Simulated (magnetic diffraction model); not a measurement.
**Solving a magnetic structure from powder neutron data: TbTlBr₄**

Space group P2/c (no. 13), a = 6.8810 Å, b = 8.1430 Å, c = 7.3020 Å, β = 91.47°.

```
site  atom       x       y       z
  2f    Tl     1/2  0.3509     3/4
  2e    Tb       0  0.8462     3/4
  4g    Br  0.7448  0.6241  0.6026
  4g    Br  0.7726  0.1062  0.5716
```

The compound is invented for this exercise: a known structure type with other elements, its cell scaled to their sizes and not relaxed.

Only Tb is taken to order (form factors of Tb3+); orders and moment sizes are assumed, and not adapted to the symmetry. Radiation: neutrons of λ = 2.567 Å, 8° to 55°; isotropic B of 0.14 Å² (Tl), 0.17 Å² (Tb) and 0.2 Å² (Br). Simulated constant-wavelength pattern: nuclear and magnetic terms add, the magnetic one as |2.695 fm × Σ f S⊥ exp(2πi Q·r) exp(−B s²)|², summed over all Q at one angle with the factor 1/(sin²θ cos θ). For collinear order S is the moment m, which repeats by lattice and centring translations R with the sign exp(−2πi k·R). Free-ion form factors, Sears's scattering lengths of 1992, no absorption; a label names one of the reflections at its angle. The strongest nuclear line in the range is 100, and lines under 0.2 are left out.

Above the ordering temperature:

```
2θ (°)     index      I
 27.32   (0 1 1)    0.5
 28.27   (1 1 0)   53.8
 34.69  (1 1 -1)   46.1
 35.37   (1 1 1)   42.5
 36.75   (0 2 0)    0.5
 41.18   (0 0 2)    1.7
 42.32   (0 2 1)    0.4
 43.82   (2 0 0)   10.4
 45.33   (0 1 2)    4.4
 46.39  (1 0 -2)   38.4
 47.45   (1 0 2)   56.3
 47.69  (1 2 -1)  100.0
 47.80   (2 1 0)    0.4
 48.21   (1 2 1)   68.5
 50.20  (1 1 -2)    8.2
 51.20   (1 1 2)   12.8
 51.92  (2 1 -1)    4.9
```

Below it (cell unchanged):

| 2θ (°) | I |
| --- | --- |
| 14.54 | 199.7 |
| 14.92 | 0.7 |
| 23.32 | 152.3 |
| 23.57 | 89.0 |
| 27.32 | 0.5 |
| 28.27 | 53.8 |
| 32.22 | 30.4 |
| 32.76 | 5.8 |
| 33.86 | 28.1 |
| 34.38 | 7.8 |
| 34.69 | 46.1 |
| 35.37 | 42.5 |
| 36.75 | 0.5 |
| 37.22 | 47.8 |
| 37.70 | 19.9 |
| 38.67 | 44.7 |
| 39.13 | 20.6 |
| 39.72 | 49.9 |
| 39.87 | 42.3 |
| 41.18 | 1.7 |
| 42.32 | 0.4 |
| 43.82 | 10.4 |
| 44.62 | 19.4 |
| 45.33 | 4.4 |
| 46.39 | 38.4 |
| 47.45 | 56.3 |
| 47.69 | 100.0 |
| 47.80 | 0.4 |
| 48.21 | 68.5 |
| 48.54 | 32.3 |
| 49.67 | 27.8 |
| 49.69 | 4.4 |
| 50.05 | 18.9 |
| 50.20 | 8.2 |
| 50.83 | 26.6 |
| 51.20 | 12.8 |
(The table stops after 36 lines; 4 more lie at higher angle.)

**Question.** Find the propagation vector, then choose among these models:
A. collinear moments along [110], 8.5 μB on Tb; signs + at (0, 0.8462, 3/4), + at (0, 0.1538, 1/4)
B. collinear moments along [101], 8.5 μB on Tb; signs + at (0, 0.8462, 3/4), + at (0, 0.1538, 1/4)
C. collinear moments along [110], 8.5 μB on Tb; signs + at (0, 0.8462, 3/4), − at (0, 0.1538, 1/4)
D. collinear moments along [101], 8.5 μB on Tb; signs + at (0, 0.8462, 3/4), − at (0, 0.1538, 1/4)

The new lines index as (1/2 0 -1/2) at 14.54°, (1/2 0 1/2) at 14.92°, (1/2 1 -1/2) at 23.32° and (1/2 1 1/2) at 23.57°, that is as H ± k with k = (1/2 0 1/2). Half indices mean that the moments reverse under translations with k·R a half-integer, and the magnetic cell has twice the primitive volume.

Magnetic intensity, observed (below minus above) and for each model:

| 2θ (°) | index | observed | A | B | C | D |
| --- | --- | --- | --- | --- | --- | --- |
| 14.54 | (1/2 0 -1/2) | 199.7 | 154.5 | 199.7 | 154.5 | 199.7 |
| 14.92 | (1/2 0 1/2) | 0.7 | 148.8 | 0.7 | 148.8 | 0.7 |
| 23.32 | (1/2 1 -1/2) | 152.3 | 135.3 | 152.3 | 34.2 | 152.3 |
| 23.57 | (1/2 1 1/2) | 89.0 | 35.8 | 89.0 | 132.8 | 89.0 |
| 37.70 | (1/2 1 3/2) | 19.9 | 53.3 | 19.9 | 38.8 | 19.9 |
| 38.67 | (3/2 1 -1/2) | 44.7 | 49.7 | 44.7 | 10.5 | 44.7 |
| 39.13 | (3/2 1 1/2) | 20.6 | 11.2 | 20.6 | 48.5 | 20.6 |
| 39.72 | (1/2 2 -1/2) | 49.9 | 14.9 | 49.9 | 31.6 | 49.9 |

Models B and D match alike on every line, so these data can't choose among them (such ties are often domains of one structure).

The structure used: k = (1/2 0 1/2), collinear moments along [101], 8.5 μB on Tb; signs + at (0, 0.8462, 3/4), + at (0, 0.1538, 1/4).

[Logs are printed without paths, hosts, clocks, repeated set-up lines and the standing remarks that a program may print on its own settings, such as how far it seeks lower states.]
